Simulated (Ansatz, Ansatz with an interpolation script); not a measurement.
Rows from a G0W0 calculation on Na2WO4 (Fd-3m) (Ansatz 0.2.0; G0W0 on PBEsol, plane waves, PAW; PAW set soft_1; 4×4×4 mesh, 793 empty bands, screening to 150 eV, PAW set soft_1 files), in eV. Spin-orbit coupling is left out.

```csv
row,k,band,start,Σx,Σc at the solution,Vxc
A,Γ,c1,9.164,-6.702,-3.641,-11.285
B,Γ,c6,10.592,-12.900,-3.702,-18.084
C,Γ,c4,9.664,-16.127,-3.657,-21.460
D,Γ,v4,4.070,-25.754,4.123,-20.439
E,Γ,v1,4.199,-25.456,4.105,-20.154
F,Γ,c2,9.520,-15.847,-3.965,-21.467
```

Question: Give the quasiparticle energies and the shift of each level.

The quasiparticle equation reads E = start + Σx + Σc(E) − Vxc.

```csv
row,E (eV),shift (eV)
A,10.106,+0.942
B,12.073,+1.481
C,11.341,+1.677
D,2.878,−1.192
E,3.002,−1.197
F,11.175,+1.655
```

Limits: not at the basis limit; no spin-orbit coupling.

[Paths, hosts, dates, memory and timing lines, banners, echoed tables and standing remarks are left out of the program output.]

[Logs are printed without paths, hosts, clocks, repeated set-up lines and the standing remarks that a program may print on its own settings, such as how far it seeks lower states.]

[Runs of the session that timed out or met a known fault of the program may be left out.]

[Hosts, paths, dates, database ids (printed as entryN), source tags and the programs' standing remarks are cut or masked in the printed files.]
